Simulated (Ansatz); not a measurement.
# La on Al(110): change of the work function

Aim: the work function of Al(110) at several coverages of La (hollow site), and the dipole that each adsorbate carries.

Program: Ansatz 0.2.0. Level of theory: plane-wave DFT, PBE, Ansatz PAW, in the first sound run; inputs show where later runs differ. Values are calculated unless marked as measured.

Report form: inputs, costs, results and the conclusion, without the logs.

**1. Starting point**

The cell holds 5 atoms: 5 Al. Cell: a = 4.050 Å, b = 2.864 Å, c = 23.728 Å, α = 90.0°, β = 90.0°, γ = 90.0°. Vacuum lies along c.

Coordinates:

```cif
data_structure
_symmetry_space_group_name_H-M 'P 1'
_symmetry_Int_Tables_number 1
_cell_length_a 4.0500
_cell_length_b 2.8638
_cell_length_c 23.7276
_cell_angle_alpha 90.000
_cell_angle_beta 90.000
_cell_angle_gamma 90.000
_cell_volume 275.20
loop_
_atom_site_label
_atom_site_type_symbol
_atom_site_fract_x
_atom_site_fract_y
_atom_site_fract_z
_atom_site_occupancy
Al1 Al 0.00000 0.00000 0.37931 1
Al2 Al 0.50000 0.50000 0.43965 1
Al3 Al 0.00000 0.00000 0.50000 1
Al4 Al 0.50000 0.50000 0.56035 1
Al5 Al 0.00000 0.00000 0.62069 1
```

**2. The clean slab**

The bare slab comes first, as the zero from which every change is counted. The two lowest layers are held at bulk places and the upper ones relax. The dipole correction removes the false field that a one-sided slab makes across the periodic vacuum, so each face gets a flat vacuum level of its own.

input.yaml reads:

```yaml
crystal:
  lattice:
    - [4.05, 0.0, 0.0]
    - [0.0, 2.8637824638, 0.0]
    - [0.0, 0.0, 23.7275649276]
  atoms:
    - { symbol: Al, position: [0.0, 0.0, 0.3793056737] }
    - { symbol: Al, position: [0.5, 0.5, 0.4396528368] }
    - { symbol: Al, position: [0.0, 0.0, 0.5] }
    - { symbol: Al, position: [0.5, 0.5, 0.5603471632] }
    - { symbol: Al, position: [0.0, 0.0, 0.6206943263] }
kpoints:
  mp_grid: { grid: [8, 10, 1] }
hamiltonian:
  xc: pbe
scf:
  occupations: { method: fermi_dirac, width: 0.1 }
  convergence: { dr2_threshold: 1.0e-08 }
efield:
  axis: 3
  dipole_correction: true
  ramp_position: 0.97
  ramp_width: 0.06
relax:
  f_tol: 0.02
  max_steps: 60
  constraints: [{ sites: [0, 1] }]
output:
  write_potential: true
  write_density: true
  volumetric_format: npy
```

The run is started by

```bash
ansatz run input.yaml --threads 4 --pin off --max-ram 6144MiB --backend cpu --events-out ev --progress --plain --runs-dir out
```

Run time: 7.8 s. Hardware: 4 threads of Arm Neoverse V1, shared host; peak memory 0.49 GiB.

The steps of the relaxation:

```
step  energy less that of the first step (eV)  largest force component (eV/Å)
   1                                   0.0000                          0.2224
   2                                  -0.0114                          0.0520
   3                                  -0.0117                          0.0113
```

Forces are held to the 4 operations that the program found; a distortion that breaks them can't arise in this run.

The atoms that moved most (Å):

```
atom     dx     dy      dz  length
 Al5  0.000  0.000  -0.093   0.093
 Al3  0.000  0.000  -0.029   0.029
 Al4  0.000  0.000   0.015   0.015
```

Final coordinates:

```cif
data_structure
_symmetry_space_group_name_H-M 'P 1'
_symmetry_Int_Tables_number 1
_cell_length_a 4.0500
_cell_length_b 2.8638
_cell_length_c 23.7276
_cell_angle_alpha 90.000
_cell_angle_beta 90.000
_cell_angle_gamma 90.000
_cell_volume 275.20
loop_
_atom_site_label
_atom_site_type_symbol
_atom_site_fract_x
_atom_site_fract_y
_atom_site_fract_z
_atom_site_occupancy
Al1 Al 0.00000 0.00000 0.37931 1
Al2 Al 0.50000 0.50000 0.43965 1
Al3 Al 0.00000 0.00000 0.49877 1
Al4 Al 0.50000 0.50000 0.56097 1
Al5 Al 0.00000 0.00000 0.61678 1
```

Read from the output:

```yaml
energy_at_zero_smearing: -2686.0940 eV
work_function_upper_face: 3.995 eV
dipole_along_the_normal: -1.76e-4 e·Å
```

Running mean over 1.432 Å of the planar mean; the ramp of the sawtooth is left out. Electron's electrostatic potential energy less the Fermi level against z:

| z (Å) | electron's electrostatic potential energy less the Fermi level (eV) |
| --- | --- |
| 3.0 | 3.99 |
| 3.5 | 3.99 |
| 4.0 | 3.99 |
| 4.5 | 3.99 |
| 5.0 | 3.99 |
| 5.5 | 3.98 |
| 6.0 | 3.95 |
| 6.5 | 3.87 |
| 7.0 | 3.59 |
| 7.5 | 2.68 |
| 8.0 | 0.664 |
| 8.5 | -1.67 |
| 9.0 | -3.65 |
| 9.5 | -4.48 |
| 10.0 | -4.67 |
| 10.5 | -4.77 |
| 11.0 | -4.82 |
| 11.5 | -4.80 |
| 12.0 | -4.64 |
| 12.5 | -4.57 |
| 13.0 | -4.67 |
| 13.5 | -5.00 |
| 14.0 | -4.99 |
| 14.5 | -4.38 |
| 15.0 | -2.40 |
| 15.5 | 0.00563 |
| 16.0 | 2.24 |
| 16.5 | 3.43 |
| 17.0 | 3.82 |
| 17.5 | 3.94 |
| 18.0 | 3.98 |
| 18.5 | 3.99 |
| 19.0 | 3.99 |
| 19.5 | 3.99 |
| 20.0 | 3.99 |
| 20.5 | 3.99 |

The relaxation took 3 steps and lowered the energy by 0.012 eV; the largest force on the free atoms ends at 0.011 eV/Å.

The work function of the upper face is 3.99 eV.

**3. The covered slab, k-mesh 3×4×1, coverage 0.111 ML**

System of this step: La/Al(110). The cell holds 46 atoms: 45 Al and 1 La. Cell: a = 12.150 Å, b = 8.591 Å, c = 26.024 Å, α = 90.0°, β = 90.0°, γ = 90.0°. Vacuum lies along c.

The clean slab as it ended is repeated in the plane and the adsorbate is set on one face; the cell's size fixes the coverage, and the k-mesh shrinks with it to keep the sampling density about even. Adsorbate and upper layers relax, since the dipole depends on the height.

input.yaml reads:

```yaml
crystal:
  lattice:
    - [12.15, 0.0, 0.0]
    - [0.0, 8.5913473914, 0.0]
    - [0.0, 0.0, 26.0241839411]
  atoms:
    - { symbol: Al, position: [0.0, 0.0, 0.3458321698] }
    - { symbol: Al, position: [0.1666666667, 0.1666666667, 0.4008537311] }
    - { symbol: Al, position: [0.0, 0.0, 0.4547506225] }
    - { symbol: Al, position: [0.1666666667, 0.1666666667, 0.5114680888] }
    - { symbol: Al, position: [0.0, 0.0, 0.5623454634] }
    - { symbol: Al, position: [0.0, 0.3333333333, 0.3458321698] }
    - { symbol: Al, position: [0.1666666667, 0.5, 0.4008537311] }
    - { symbol: Al, position: [0.0, 0.3333333333, 0.4547506225] }
[... 34 atom lines left out ...]
    - { symbol: Al, position: [0.6666666667, 0.6666666667, 0.4547506225] }
    - { symbol: Al, position: [0.8333333333, 0.8333333333, 0.5114680888] }
    - { symbol: Al, position: [0.6666666667, 0.6666666667, 0.5623454634] }
    - { symbol: La, position: [0.1666666667, 0.1666666667, 0.6541678302] }
kpoints:
  mp_grid: { grid: [3, 4, 1] }
hamiltonian:
  xc: pbe
scf:
  occupations: { method: fermi_dirac, width: 0.1 }
  convergence: { dr2_threshold: 1.0e-08 }
efield:
  axis: 3
  dipole_correction: true
  ramp_position: 0.97
  ramp_width: 0.06
relax:
  f_tol: 0.02
  max_steps: 60
  constraints:
    - { sites: [0, 1, 5, 6, 10, 11, 15, 16, 20, 21, 25, 26, 30, 31, 35, 36, 40, 41] }
output:
  bader: true
  write_potential: true
  write_density: true
  volumetric_format: npy
```

The job ended after 10 min (4 threads; peak memory 5 GiB).

The steps of the relaxation:

| step | energy less that of the first step (eV) | largest force component (eV/Å) |
| --- | --- | --- |
| 1 | 0.0000 | 2.3166 |
| 2 | -0.4877 | 1.9248 |
| 3 | -0.8233 | 1.1241 |
| 4 | -0.9756 | 0.1552 |
| 5 | -0.9909 | 0.4307 |
| 6 | -1.0247 | 0.0483 |
| 7 | -1.0251 | 0.0158 |

The run keeps the 4 symmetry operations that the program found, so distortions that break them were not tested.

The atoms that moved most (Å):

| atom | dx | dy | dz | length |
| --- | --- | --- | --- | --- |
| La46 | 0.000 | 0.000 | -0.727 | 0.727 |
| Al5 | -0.067 | -0.050 | -0.034 | 0.090 |
| Al10 | -0.067 | 0.050 | -0.034 | 0.090 |
| Al20 | 0.067 | -0.050 | -0.034 | 0.090 |
| Al25 | 0.067 | 0.050 | -0.034 | 0.090 |
| Al4 | 0.000 | 0.000 | -0.072 | 0.072 |
| Al45 | 0.000 | 0.000 | -0.062 | 0.062 |
| Al15 | -0.026 | 0.000 | -0.054 | 0.060 |

Read from the output:

```yaml
energy_at_zero_smearing: -30425.7078 eV
work_function_upper_face: 2.862 eV
work_function_lower_face: 3.956 eV
dipole_along_the_normal: 0.6314 e·Å
step_between_the_vacuum_levels: -1.094 eV
```

Running mean over 1.432 Å of the planar mean; the ramp of the sawtooth is left out. Electron's electrostatic potential energy less the Fermi level against z:

z (Å), electron's electrostatic potential energy less the Fermi level (eV) and a bar from the least value:
```
        4       3.96 ##############################
        5       3.95 ##############################
        6       3.92 ##############################
        7       3.56 #############################
        8       0.67 ###################
        9      -3.60 ####
       10      -4.63 #
       11      -4.86 
       12      -4.66 #
       13      -4.69 #
       14      -4.92 
       15      -2.50 ########
       16       0.77 ###################
       17       2.04 ########################
       18       2.74 ##########################
       19       2.85 ##########################
       20       2.86 ##########################
       21       2.86 ##########################
       22       2.86 ##########################
```

The relaxation took 7 steps and lowered the energy by 1.0 eV; the largest force on the free atoms ends at 0.016 eV/Å.

The covered face has 2.86 eV, -1.13 eV against the clean one; the bare back face has moved by -0.04 eV, a measure of how thin the slab is.

**4. Adsorbate added, k-mesh 4×5×1, coverage 0.25 ML**

System of this step: La/Al(110). The cell holds 21 atoms: 20 Al and 1 La. Cell: a = 8.100 Å, b = 5.728 Å, c = 26.024 Å, α = 90.0°, β = 90.0°, γ = 90.0°. Vacuum lies along c.

Another coverage, to see how the dipoles act on each other as their distance changes.

input.yaml reads:

```yaml
crystal:
  lattice:
    - [8.1, 0.0, 0.0]
    - [0.0, 5.7275649276, 0.0]
    - [0.0, 0.0, 26.0241839411]
  atoms:
    - { symbol: Al, position: [0.0, 0.0, 0.3458321698] }
    - { symbol: Al, position: [0.25, 0.25, 0.4008537311] }
    - { symbol: Al, position: [0.0, 0.0, 0.4547506225] }
    - { symbol: Al, position: [0.25, 0.25, 0.5114680888] }
    - { symbol: Al, position: [0.0, 0.0, 0.5623454634] }
    - { symbol: Al, position: [0.0, 0.5, 0.3458321698] }
    - { symbol: Al, position: [0.25, 0.75, 0.4008537311] }
    - { symbol: Al, position: [0.0, 0.5, 0.4547506225] }
    - { symbol: Al, position: [0.25, 0.75, 0.5114680888] }
    - { symbol: Al, position: [0.0, 0.5, 0.5623454634] }
    - { symbol: Al, position: [0.5, 0.0, 0.3458321698] }
    - { symbol: Al, position: [0.75, 0.25, 0.4008537311] }
    - { symbol: Al, position: [0.5, 0.0, 0.4547506225] }
    - { symbol: Al, position: [0.75, 0.25, 0.5114680888] }
    - { symbol: Al, position: [0.5, 0.0, 0.5623454634] }
    - { symbol: Al, position: [0.5, 0.5, 0.3458321698] }
    - { symbol: Al, position: [0.75, 0.75, 0.4008537311] }
    - { symbol: Al, position: [0.5, 0.5, 0.4547506225] }
    - { symbol: Al, position: [0.75, 0.75, 0.5114680888] }
    - { symbol: Al, position: [0.5, 0.5, 0.5623454634] }
    - { symbol: La, position: [0.25, 0.25, 0.6541678302] }
kpoints:
  mp_grid: { grid: [4, 5, 1] }
hamiltonian:
  xc: pbe
scf:
  occupations: { method: fermi_dirac, width: 0.1 }
  convergence: { dr2_threshold: 1.0e-08 }
efield:
  axis: 3
  dipole_correction: true
  ramp_position: 0.97
  ramp_width: 0.06
relax:
  f_tol: 0.02
  max_steps: 60
  constraints: [{ sites: [0, 1, 5, 6, 10, 11, 15, 16] }]
output:
  bader: true
  dos: { projected: true, e_range: [-8, 4] }
  write_potential: true
  write_density: true
  volumetric_format: npy
  elf: true
```

Wall time 2.9 min (4 threads); peak memory 2 GiB; 11 min of CPU time.

Step by step:

| step | energy less that of the first step (eV) | largest force component (eV/Å) |
| --- | --- | --- |
| 1 | 0.0000 | 2.2158 |
| 2 | -0.4683 | 1.8272 |
| 3 | -0.7824 | 1.0097 |
| 4 | -0.8996 | 0.1634 |
| 5 | -0.9308 | 0.0767 |
| 6 | -0.9375 | 0.0583 |
| 7 | -0.9387 | 0.0136 |

The run keeps the 4 symmetry operations that the program found, so distortions that break them were not tested.

The atoms that moved most (Å):

```csv
atom,dx,dy,dz,length
La21,0.000,0.000,-0.699,0.699
Al9,0.000,0.000,0.184,0.184
Al5,-0.108,-0.009,0.021,0.111
Al10,-0.108,0.009,0.021,0.111
Al20,0.108,0.009,0.021,0.111
Al15,0.108,-0.009,0.021,0.111
Al14,0.000,0.000,-0.102,0.102
Al4,0.000,0.000,-0.041,0.041
```

The relaxed structure:

```
Al La
1.0
     8.10000    0.00000    0.00000
     0.00000    5.72756    0.00000
     0.00000    0.00000   26.02418
Al La
20 1
Direct
  0.00000 0.00000 0.34583
  0.25000 0.25000 0.40085
  0.00350 0.99804 0.45480
  0.25000 0.25000 0.50988
  0.98663 0.99838 0.56314
  0.00000 0.50000 0.34583
  0.25000 0.75000 0.40085
  0.00350 0.50196 0.45480
  0.25000 0.75000 0.51855
  0.98663 0.50162 0.56314
  0.50000 0.00000 0.34583
  0.75000 0.25000 0.40085
  0.49650 0.99804 0.45480
  0.75000 0.25000 0.50756
  0.51337 0.99838 0.56314
  0.50000 0.50000 0.34583
  0.75000 0.75000 0.40085
  0.49650 0.50196 0.45480
  0.75000 0.75000 0.51042
  0.51337 0.50162 0.56314
  0.25000 0.25000 0.62733
```

Numbers from this step:

```yaml
energy_at_zero_smearing: -16995.0454 eV
work_function_upper_face: 2.249 eV
work_function_lower_face: 3.944 eV
dipole_along_the_normal: 0.4346 e·Å
step_between_the_vacuum_levels: -1.695 eV
```

The density of states has structure finer than the step of the table below, so its rows give means over 0.25 eV. Peaks (eV: height): -2.860: 27.3, -1.500: 26.7, -1.230: 20.1, 0.750: 24.4, 1.230: 103.

Density of states against energy, zero at the Fermi level; means over each step:

energy (eV), density of states (states/eV a cell) and a bar:
```
    -7.75          5 #
    -7.50          3 
    -7.25          4 
    -7.00          4 
    -6.75          4 
    -6.50          5 #
    -6.25          6 ##
    -6.00          6 ##
    -5.75          5 #
    -5.50          8 ##
    -5.25          7 ##
    -5.00          5 #
    -4.75          5 #
    -4.50          7 ##
    -4.25          7 ##
    -4.00          6 ##
    -3.75          7 ##
    -3.50          8 ###
    -3.25          8 ###
    -3.00          4 #
    -2.75         10 ####
    -2.50         10 ####
    -2.25         13 #####
    -2.00          9 ###
    -1.75          5 #
    -1.50         11 ####
    -1.25         11 #####
    -1.00         10 ####
    -0.75          9 ###
    -0.50          7 ##
    -0.25         10 ####
     0.00         10 ####
     0.25         14 ######
     0.50         15 #######
     0.75         18 ########
     1.00         18 #########
     1.25         55 ##############################
```

Projected DOS per atom over height of the atomic layer and energy from the Fermi level. Layers: Al4 Al4 Al4 Al4 Al4 La from below.

Ten even steps from '_' (0.0 states/eV) to '@' (25.5 states/eV), each cell a mean:
```
__________@@
__________--
__________..
____________
____________
____________
____________
____________
____________
____________
____________
____________
____________
____________
____________
____________
____________
____________
____________
____________
____________
____________
```
Columns: height of the atomic layer (Å) from 9 to 16.3 (not evenly spaced); rows upwards: energy from the Fermi level (eV) from -7.96 to 1.54.

Electrostatic potential energy in the ca plane at fractional y = 0.250, with atoms of Al and La within 0.2 Å of it. With pseudopotentials it is smooth inside the atoms' cores, unlike the true potential.

Ten even steps from '0' (-19 eV) to '9' (4 eV), each cell a mean:
```
99988888998878899988889999999999999999999999
99988888888888888888889999999999999999999999
99999875456888654578999999999999999999999999
99999841013787311158999999999999999999999999
99999721421575134127999999999999999999999999
99999612540474045217999999999999999999999999
99999730211676112037999999999999999999999999
99999863225787522368999999999999999999999999
99998887778888877788899999999999999999999999
99988888888888888888889999999999999999999999
99887789998878899988889999999999999999999999
99988888998878899988888888888999999999999999
99988888888888888888888766678889999999999999
99999876457888754578875211357889999999999999
99999851003787400147861000036788999999999999
99999721430576124216740000015788999999999999
99999612540475135316740010005788999999999999
99999730211686212127750000015788999999999999
99999863225788532368873000146888999999999999
99998887777888877788887533567889999999999999
99988888888888888888888877788899999999999999
99887789998878899988889999999999999999999999
```
Columns run along c (16.0 Å, from fractional 0.29 to 0.90 of the cell; values clipped at the 3rd and 97th percentile), rows up along a (8.1 Å). Atoms in or near the plane, at fractional coordinates: Al at (0.40, 0.25), Al at (0.51, 0.25), Al at (0.40, 0.75), Al at (0.51, 0.75), La at (0.63, 0.25).

ELF in the ca plane at fractional y = 0.250, with atoms of Al and La within 0.2 Å of it. It is the smooth field of the valence electrons, not physical close to the nuclei.

Ten even steps from '0' (0.00) to '9' (0.85), each cell a mean:
```
57998753334565433356887642100000000000000000
46788765455666555567776532100000000000000000
24566776666666666777654321000000000000000000
11235775236777632577532110000000000000000000
00124651114787401156421000000000000000000000
00124641213787312146421000000000000000000000
01134672015777510376421100000000000000000000
12456776557767655787543211000000000000000000
35677766556666655667765432100000000000000000
57898754345565543456787642100000000000000000
68999743234565432346887531000000000000000000
57998753334666532346775311000000000000000000
46788765455666554456642222210000000000000000
24566677666667765676422578741000000000000000
11235675236777632487326889984100000000000000
00124651103777401167348723995100000000000000
00123641212777412157349602896200000000000000
01134663115777621277337867985100000000000000
23455676556767754677424789962000000000000000
35677766566666655566532345421000000000000000
57898754345666543356664211000000000000000000
68999743234566432246786421000000000000000000
```
Columns run along c (16.0 Å, from fractional 0.29 to 0.90 of the cell), rows up along a (8.1 Å). Atoms in or near the plane, at fractional coordinates: Al at (0.40, 0.25), Al at (0.51, 0.25), Al at (0.40, 0.75), Al at (0.51, 0.75), La at (0.63, 0.25).

Valence density in the ca plane at fractional y = 0.250, with atoms of Al and La within 0.2 Å of it. It is the smooth field of the valence electrons, not physical close to the nuclei.

Ten steps, logarithmic in the rise over the least value, from '0' (0.0 e/Å³) to '9' (1.6 e/Å³), each cell a mean:
```
23455554445555544455554432100000000000000000
23445555555555555555544321100000000000000000
12344555555555555555443211000000000000000000
11234555555555555555432210000000000000000000
01223454345555543455432110000000000000000000
01223454335555533454432100000000000000000000
01234454445555544555432110000000000000000000
12234555555555555555433211000000000000000000
12345555555555555555543321000000000000000000
23455554445555544455554322100000000000000000
23455554445555544455555432110000000000000000
23455554445555544455555443211000000000000000
23445555555555555555555555431000000000000000
12344555555555555555556788753100000000000000
11234555555555554555568999974210000000000000
01223454345555543455569999985210000000000000
01223454335555543455579999985310000000000000
11234455445555544455568999975210000000000000
12334555555555555555557899863100000000000000
12345555555555555555555666542100000000000000
23455554445555544455555444321000000000000000
23455554445555544455555432210000000000000000
```
Columns run along c (16.0 Å, from fractional 0.29 to 0.90 of the cell), rows up along a (8.1 Å). Atoms in or near the plane, at fractional coordinates: Al at (0.40, 0.25), Al at (0.51, 0.25), Al at (0.40, 0.75), Al at (0.51, 0.75), La at (0.63, 0.25).

The relaxation took 7 steps and lowered the energy by 0.94 eV; the largest force on the free atoms ends at 0.014 eV/Å.

By hand: a sheet of dipoles makes a step −p/(ε₀A) in the electron's potential. With e/ε₀ = 180.95 V·Å, p = 0.4346 e·Å and A = 46.39 Å², that is −180.95 × (0.4346) / 46.39 = -1.695 eV, and the two vacuum levels of the run differ by -1.695 eV.

The covered face has 2.25 eV, -1.75 eV against the clean one; the bare back face has moved by -0.05 eV, a measure of how thin the slab is.

[end of part 1 of 2]

[Long decimals in the printed logs are rounded to 6 places.]

[Logs are printed without paths, hosts, clocks, repeated set-up lines and the standing remarks that a program may print on its own settings, such as how far it seeks lower states.]

[Hosts, paths, dates, database ids (printed as entryN), source tags and the programs' standing remarks are cut or masked in the printed files.]

[Maps of the electrostatic potential energy from Ansatz leave out the sawtooth potential of an applied field or a dipole correction, so their vacuum need not be flat; planar profiles and work functions include it.]

[The density of states shown here was stored with 400 of the rows of the run's finer table, so its peaks can read low, often by over a quarter, or be missed, and its means over a window can be off by a tenth or more.]
